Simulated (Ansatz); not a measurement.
# Ca2Si (model cell, started as cuprite): following an unstable mode

Aim: this structure of Ca2Si (model cell, started as cuprite) is to be tested for unstable modes, and one is followed downhill.

Program: Ansatz 0.2.0. Level of theory: DFT PBEsol, scalar-relativistic, plane waves, PAW. Results are calculated unless marked as measured.

Report form: the programs' logs are mostly left out.

The structure was built from a prototype and need not be the compound's stable phase.

## (1) Starting point

It takes space group Pn-3m (No. 224, cubic). The conventional cell has a = 6.362 Å, b = 6.362 Å, c = 6.362 Å, α = 90.00°, β = 90.00°, γ = 90.00°. Nearest to Si lie 4 Ca at 2.75 Å. Ca has 2 Si at 2.75 Å nearest. Farther neighbours are not listed.

Structure file:

```cif
data_structure
_symmetry_space_group_name_H-M 'P 1'
_symmetry_Int_Tables_number 1
_cell_length_a 6.3618
_cell_length_b 6.3618
_cell_length_c 6.3618
_cell_angle_alpha 90.000
_cell_angle_beta 90.000
_cell_angle_gamma 90.000
_cell_volume 257.48
loop_
_atom_site_label
_atom_site_type_symbol
_atom_site_fract_x
_atom_site_fract_y
_atom_site_fract_z
_atom_site_occupancy
Si1 Si 0.00000 0.00000 0.00000 1
Si2 Si 0.50000 0.50000 0.50000 1
Ca3 Ca 0.25000 0.25000 0.25000 1
Ca4 Ca 0.75000 0.75000 0.25000 1
Ca5 Ca 0.75000 0.25000 0.75000 1
Ca6 Ca 0.25000 0.75000 0.75000 1
```

## (2) Linear response at the zone centre

The cell comes from relaxations at this level that are not shown. The zone centre is the only wavevector solved here; it holds the modes that light can see, as far as symmetry allows. No field response is asked, since the mesh shows no gap.

The input, input.yaml:

```yaml
crystal:
  lattice:
    - [6.3617785281, 0.0, 0.0]
    - [0.0, 6.3617785281, 0.0]
    - [0.0, 0.0, 6.3617785281]
  atoms:
    - { symbol: Si, position: [0.0, 0.0, 0.0] }
    - { symbol: Si, position: [0.5, 0.5, 0.5] }
    - { symbol: Ca, position: [0.25, 0.25, 0.25] }
    - { symbol: Ca, position: [0.75, 0.75, 0.25] }
    - { symbol: Ca, position: [0.75, 0.25, 0.75] }
    - { symbol: Ca, position: [0.25, 0.75, 0.75] }
kpoints:
  mp_grid: { grid: [6, 6, 6] }
hamiltonian:
  xc: pbesol
scf:
  occupations: { method: methfessel_paxton, width: 0.15 }
output:
  eigenvalues: true
phonons:
  method: dfpt
```

On the command line:

```sh
> ansatz run input.yaml --threads 8 --pin off --max-ram 14336MiB --backend cpu --events-out ev --progress --plain --runs-dir out
```

The job ended after 25 s (8 threads of Arm Neoverse V2, shared host; peak memory 2.2 GiB).

Numbers from this step:

```
volume per atom                                         : 42.91 Å³
gap on the k-mesh                                       : 0 eV
sum-rule residual before enforcement                    : 2.24e-5 eV/Å²
point group                                             : m-3m
highest optical mode at the zone centre (no LO-TO term) : 317.9 cm⁻¹
lowest optical zone-centre mode                         : -126.3 cm⁻¹
```

Patterns of degenerate modes are one choice out of their space. The modes at Γ (shares of kinetic energy by element, %) (negative means imaginary):

```tsv
mode	frequency (cm⁻¹)	symmetry	Si %	Ca %
1	-126.3	T1u	31	69
2	-126.3	T1u	31	69
3	-126.3	T1u	31	69
4	0.0	acoustic	26	74
5	0.0	acoustic	26	74
6	0.0	acoustic	26	74
7	48.1	T2u	0	100
8	48.1	T2u	0	100
9	48.1	T2u	0	100
10	83.5	Eu	0	100
11	83.5	Eu	0	100
12	228.6	T2g	100	0
13	228.6	T2g	100	0
14	228.6	T2g	100	0
15	235.2	A2u	0	100
16	317.9	T1u	43	57
17	317.9	T1u	43	57
18	317.9	T1u	43	57
```

Displacements in mode 2 (-126.3 cm⁻¹), the largest set to 1:
```
Si1  0.31  0.15  1.00
Si2  0.31  0.15  1.00
Ca3  0.54  0.69 -0.09
Ca4 -0.59 -0.45 -0.61
Ca5  0.38 -0.79 -0.26
Ca6 -0.76  0.34 -0.44
```

Displacements in mode 16 (317.9 cm⁻¹), the largest set to 1:
```
Si1  1.00  0.00  0.00
Si2  1.00  0.00  0.00
Ca3 -0.35 -0.42 -0.42
Ca4 -0.35 -0.42  0.42
Ca5 -0.35  0.42 -0.42
Ca6 -0.35  0.42  0.42
```

Before it was imposed, the acoustic sum rule was missed by 2.2e-5 eV/Å². Small misses are needed for a sound result but don't prove that mesh and cutoff are converged. The lowest optical mode is imaginary, 126.3i cm⁻¹, so the energy falls along it.

## (3) The mode frozen in, largest atomic shift 0 Å

The mode followed lies at Γ with frequency 126.3i cm⁻¹ and is 3-fold degenerate, the softest among the wavevectors solved. At small amplitude the distorted cell has space group no. 39 by a symmetry search on the positions. The undistorted cell that holds it gives the zero of energy on the same k mesh.

input.yaml, as its differences from that of step 2:

```diff
@@ -19,4 +19,4 @@
 output:
+  forces: true
+  stress: true
   eigenvalues: true
-phonons:
-  method: dfpt
```

Wall time 1.4 s (8 threads); peak memory 0.72 GiB; 9.4 s of CPU time.

This step gave:

```yaml
pressure: 0.003315 GPa
energy_from_the_undistorted_cell: 0 meV/atom
```

The run ends at a pressure of 0.00 GPa.

## (4) The mode frozen in, largest atomic shift 0.6 Å

The atoms are moved along the unstable eigenvector, the largest shift by 0.6 Å, with the cell fixed.

input.yaml, the sections that differ from step 3:

```yaml
crystal:
  lattice:
    - [6.3617785281, 0.0, 0.0]
    - [0.0, 6.3617785281, 0.0]
    - [0.0, 0.0, 6.3617785281]
  atoms:
    - { symbol: Si, position: [0.0666895377, 0.0, 0.0666895377] }
    - { symbol: Si, position: [0.5666895377, 0.5, 0.5666895377] }
    - { symbol: Ca, position: [0.2644807024, 0.3256946665, 0.2644807024] }
    - { symbol: Ca, position: [0.6887860359, 0.75, 0.1887860359] }
    - { symbol: Ca, position: [0.7644807024, 0.1743053335, 0.7644807024] }
    - { symbol: Ca, position: [0.1887860359, 0.75, 0.6887860359] }
# kpoints, hamiltonian, scf, output: as in step 3
```

Elapsed: 4.4 s, on 8 threads; peak memory 0.77 GiB.

This step gave:

```
pressure                         : -2.619 GPa
gap on the k-mesh                : 0.08752 eV
energy from the undistorted cell : -127.3 meV/atom
```

The energy, extrapolated to zero smearing, is -127.34 meV/atom against the undistorted cell.

The run ends at a pressure of -2.62 GPa, with forces up to 0.94 eV/Å.

## (5) Energy along the mode, all amplitudes (two of the runs are shown above)

An imaginary frequency means negative curvature, so the energy should fall and then rise again as anharmonic terms take over.

Numbers from this step:

```yaml
depth_at_the_lowest_point_sampled: 127.3 meV/atom
largest_atomic_shift_at_that_point: 0.6 Å
```

Table of energy from the parent by largest atomic shift:

```tsv
largest atomic shift (Å)	energy from the parent (meV/atom)
0.000	0
0.040	-1.43
0.080	-5.58
0.140	-16.0
0.220	-35.5
0.320	-64.3
0.450	-100
0.600	-127
```

Displacement at unit largest shift by atom:

```tsv
atom	x (Å)	y (Å)	z (Å)	size
Si1	0.707	0.000	0.707	1.000
Si2	0.707	0.000	0.707	1.000
Ca3	0.154	0.803	0.154	0.832
Ca4	-0.649	0.000	-0.649	0.918
Ca5	0.154	-0.803	0.154	0.832
Ca6	-0.649	0.000	-0.649	0.918
```

The lowest of the steps tried is the last one, at 0.6 Å, 127 meV/atom below the parent; the bottom of the well need not coincide with a step.

## (6) Relaxing from the distorted cell

Starting from the lowest point found, all atoms and the cell are let go, so that strain and other modes of the same symmetry can join in.

input.yaml, as its differences from that of step 4:

```diff
@@ -22 +22,6 @@
   eigenvalues: true
+relax:
+  adjacent_minimum: "off"
+  f_tol: 0.002
+  max_steps: 120
+  cell: { stress_tol: 0.03 }
```

The job ended after 63 s (8 threads; peak memory 0.89 GiB).

The steps of the relaxation:

```tsv
step	energy less that of the first step (eV)	largest force component (eV/Å)	pressure (GPa)	volume (Å³)
1	0.0000	0.9350	-2.62	257.48
2	-0.8175	0.5759	-2.19	233.03
3	-1.5405	0.6628	-1.68	213.06
4	-2.1676	0.3615	-1.58	200.14
5	-2.4610	0.3207	-0.93	188.05
6	-2.6563	0.4715	1.18	174.14
7	-2.9010	0.3221	1.39	168.51
8	-3.1072	0.1400	0.72	169.15
9	-3.2477	0.1022	0.77	166.05
10	-3.2940	0.0326	0.06	167.14
11	-3.2943	0.0246	-0.04	167.49
12	-3.2944	0.0018	-0.01	167.41
13*	-3.3000	0.0037	0.04	167.41
14	-3.3002	0.0019	0.00	167.49
15*	-3.3002	0.0019	0.00	167.49
```

Relaxation steps marked * repeat the geometry before them on a plane-wave basis chosen anew for their cell, so energy and pressure can jump there.

Forces are held to the 4 operations that the run works with; a distortion that breaks them can't arise in this run.

```tsv
cell as run	before	after	change
a (Å)	6.362	4.712	-25.9 %
b (Å)	6.362	7.544	+18.6 %
c (Å)	6.362	4.712	-25.9 %
volume (Å³/atom)	42.91	27.91	-34.9 %
```

The atoms that moved most (Å, as changes of fractional coordinates times the final cell):

```tsv
atom	dx	dy	dz	length
Ca5	-0.430	-0.401	-0.430	0.729
Ca3	-0.430	0.401	-0.430	0.729
Si1	0.503	-0.063	0.503	0.714
Si2	0.503	0.063	0.503	0.714
Ca4	-0.073	0.000	-0.073	0.103
Ca6	-0.073	0.000	-0.073	0.103
```

Final coordinates:

```xyz
6
Lattice="4.7119 0.0000 0.0001 0.0000 7.5438 0.0000 0.0001 0.0000 4.7119" Properties=species:S:1:pos:R:3 pbc="T T T"
Si    0.8169   -0.0634    0.8169
Si    3.1729    3.8353    3.1729
Ca    0.8162    2.8583    0.8162
Ca    3.1729    5.6579    0.8169
Ca    3.1722    0.9136    3.1722
Ca    0.8169    5.6579    3.1729
```

Numbers from this step:

```yaml
pressure: 0.001674 GPa
volume_per_atom: 27.91 Å³
gap_on_the_k_mesh: 0 eV
```

The distorted start has space group Aem2; the relaxation ends in P4/nmm.

## (7) The new phase in its own primitive cell

The relaxed structure is symmetrised, reduced to its primitive cell and relaxed tightly, as its phonons need.

The input, input.yaml:

```yaml
crystal:
  lattice:
    - [4.7119125471, 0.0, 0.0]
    - [0.0, 4.7119125471, 0.0]
    - [0.0, 0.0, 7.5438273485]
  atoms:
    - { symbol: Si, position: [0.0, 0.5, 0.7584001407] }
    - { symbol: Si, position: [0.5, 0.0, 0.2415998593] }
    - { symbol: Ca, position: [0.0, 0.5, 0.3711116917] }
    - { symbol: Ca, position: [0.5, 0.5, 0.0] }
    - { symbol: Ca, position: [0.5, 0.0, 0.6288883083] }
    - { symbol: Ca, position: [0.0, 0.0, 0.0] }
kpoints:
  mp_grid: { grid: [8, 8, 4] }
hamiltonian:
  xc: pbesol
scf:
  occupations: { method: methfessel_paxton, width: 0.15 }
output:
  forces: true
  stress: true
  eigenvalues: true
relax:
  adjacent_minimum: "off"
  f_tol: 0.001
  max_steps: 60
  cell: { stress_tol: 0.01 }
```

Elapsed: 10 s, on 8 threads; peak memory 0.66 GiB.

Relaxation path:

```tsv
step	energy less that of the first step (eV)	largest force component (eV/Å)	pressure (GPa)	volume (Å³)
1	0.0000	0.0081	0.00	167.49
2	0.0000	0.0028	-0.01	167.49
3	-0.0001	0.0035	0.00	167.43
4	-0.0001	0.0034	-0.01	167.45
5	-0.0001	0.0003	0.00	167.43
6*	-0.0001	0.0003	0.00	167.43
```

Relaxation steps marked * repeat the geometry before them on a plane-wave basis chosen anew for their cell, so energy and pressure can jump there. Relaxation step 4 was tried and not accepted.

Forces are held to the 16 operations that the run works with; a distortion that breaks them can't arise in this run.

```tsv
conventional cell, symmetrised	before	after	change
a (Å)	4.712	4.708	-0.1 %
b (Å)	4.712	4.708	-0.1 %
c (Å)	7.544	7.553	+0.1 %
volume (Å³/atom)	27.91	27.90	-0.0 %
```

The relaxed structure:

```cif
data_structure
_symmetry_space_group_name_H-M 'P 1'
_symmetry_Int_Tables_number 1
_cell_length_a 4.7081
_cell_length_b 4.7081
_cell_length_c 7.5531
_cell_angle_alpha 90.000
_cell_angle_beta 90.000
_cell_angle_gamma 90.000
_cell_volume 167.43
loop_
_atom_site_label
_atom_site_type_symbol
_atom_site_fract_x
_atom_site_fract_y
_atom_site_fract_z
_atom_site_occupancy
Si1 Si 0.00000 0.50000 0.75808 1
Si2 Si 0.50000 0.00000 0.24192 1
Ca3 Ca 0.00000 0.50000 0.37113 1
Ca4 Ca 0.50000 0.50000 0.00000 1
Ca5 Ca 0.50000 0.00000 0.62887 1
Ca6 Ca 0.00000 0.00000 0.00000 1
```

Numbers from this step:

* pressure: -3.35e-4 GPa
* volume per atom: 27.90 Å³

The largest force component left is 0.35 meV/Å and the pressure is 0.000 GPa, within the tolerances set. The cell now holds 27.90 Å³/atom.

## (8) Modes of the new phase, k-mesh 8×8×4

A relaxed structure may still be a saddle point, so its zone-centre modes are computed. No field response is asked, since the mesh shows no gap.

input.yaml, the sections that differ from step 7:

```yaml
crystal:
  lattice:
    - [4.7081467274, 0.0, 0.0]
    - [0.0, 4.7081467274, 0.0]
    - [0.0, 0.0, 7.5530585394]
  atoms:
    - { symbol: Si, position: [0.0, 0.5, 0.7580814715] }
    - { symbol: Si, position: [0.5, 0.0, 0.2419185285] }
    - { symbol: Ca, position: [0.0, 0.5, 0.3711294443] }
    - { symbol: Ca, position: [0.5, 0.5, 0.0] }
    - { symbol: Ca, position: [0.5, 0.0, 0.6288705557] }
    - { symbol: Ca, position: [0.0, 0.0, 0.0] }
output:
  eigenvalues: true
phonons:
  method: dfpt
# kpoints, hamiltonian, scf: as in step 7
# relax: removed
```

It took 29 s on 8 threads; peak memory 1.6 GiB.

This step gave:

```
sum-rule residual before enforcement                    : 2.88e-5 eV/Å²
point group                                             : 4/mmm
highest optical mode at the zone centre (no LO-TO term) : 271.6 cm⁻¹
lowest optical zone-centre mode                         : 60.63 cm⁻¹
```

Patterns of degenerate modes are one choice out of their space. Modes at Γ, with each element's share of the kinetic energy:

```tsv
mode	frequency (cm⁻¹)	symmetry	Si %	Ca %
1	0.0	acoustic	26	74
2	0.0	acoustic	26	74
3	0.0	acoustic	26	74
4	60.6	Eu	23	77
5	60.6	Eu	23	77
6	110.1	Eg	5	95
7	110.1	Eg	5	95
8	143.8	B1g	0	100
9	156.3	Eg	82	18
10	156.3	Eg	82	18
11	177.3	A1g	5	95
12	211.1	Eu	51	49
13	211.1	Eu	51	49
14	223.2	A2u	3	97
15	242.1	Eg	13	87
16	242.1	Eg	13	87
17	253.8	A2u	71	29
18	271.6	A1g	95	5
```

Displacements in mode 5 (60.6 cm⁻¹), the largest set to 1:
```
Si1 -0.72 -0.01  0.00
Si2 -0.72 -0.01  0.00
Ca3  1.00  0.01  0.00
Ca4 -0.49 -0.01  0.00
Ca5  1.00  0.01  0.00
Ca6 -0.49 -0.01  0.00
```

Displacements in mode 13 (211.1 cm⁻¹), the largest set to 1:
```
Si1  1.00  0.02  0.00
Si2  1.00  0.02  0.00
Ca3  0.11  0.00  0.00
Ca4 -0.81 -0.01  0.00
Ca5  0.11  0.00  0.00
Ca6 -0.81 -0.01  0.00
```

Before it was imposed, the acoustic sum rule was missed by 2.9e-5 eV/Å². Small misses are needed for a sound result but don't prove that mesh and cutoff are converged. The lowest optical mode is real, 60.6 cm⁻¹.

## (9) The phases reached

The phases reached along the modes that were followed are set side by side.

Energies are those of the first relaxation, on the mesh of the frozen mode; space group, volume and gap are those of the last relaxation. Phases, by row:

```tsv
mode frozen in	space group	energy from parent (meV/atom)	volume (Å³/atom)	gap on mesh (eV)	lowest zone-centre optical mode (cm⁻¹)	largest shift (Å)
parent	Pn-3m	0	42.91	0	–	–
q = (0, 0, 0), 126i cm⁻¹	P4_2/mnm	-575.6	34.27	0	-30.3	0.787
q = (0, 0, 0), 126i cm⁻¹	R3m	-403.4	30.4	0	-67.8	1.596
q = (0, 0, 0), 126i cm⁻¹	P4/nmm	-677.1	27.9	0	60.6	1.12
```

## (10) Summary of results

- unstable mode of the parent: q = (0, 0, 0), 126i cm⁻¹
- depth at the lowest point sampled: 127 meV/atom
- largest atomic shift at that point: 0.6 Å
- space group reached (within 0.01 Å): P4/nmm
- energy gained over the parent (first relaxation, on the mesh of the frozen mode): 677 meV/atom
- volume per atom, phase reached: 27.9 Å³
- lowest optical zone-centre mode, phase reached: 60.6 cm⁻¹
- highest optical mode at the zone centre (no LO-TO term), phase reached: 272 cm⁻¹

In words: Along this mode the structure falls into P4/nmm, 677 meV/atom below the parent. At the parent's cell the well is 127.3 meV/atom deep on the steps tried, with its lowest point at a shift of 0.6 Å. That is the last step tried, so the steps alone don't bracket the bottom of the well. Relaxing atoms and cell changes the gain by +549.75 meV/atom against the lowest step (energies at zero smearing). Most of the total comes from this relaxation. The new phase has no imaginary mode at the zone centre of its cell; other wavevectors were not checked. Of the 3 patterns followed to their end from this parent, this one reaches the lowest energy. Each path keeps the symmetry of its pattern, so a lower phase may lie along a pattern not tried. With no gap, or one that is small against the smearing, the frequencies hang on the k mesh and the smearing, most of all near Kohn anomalies. The starting cell was built on a prototype and not taken from a measurement, so the phase need not exist.

[Logs are printed without paths, hosts, clocks, repeated set-up lines and the standing remarks that a program may print on its own settings, such as how far it seeks lower states.]

[Hosts, paths, dates, database ids (printed as entryN), source tags and the programs' standing remarks are cut or masked in the printed files.]
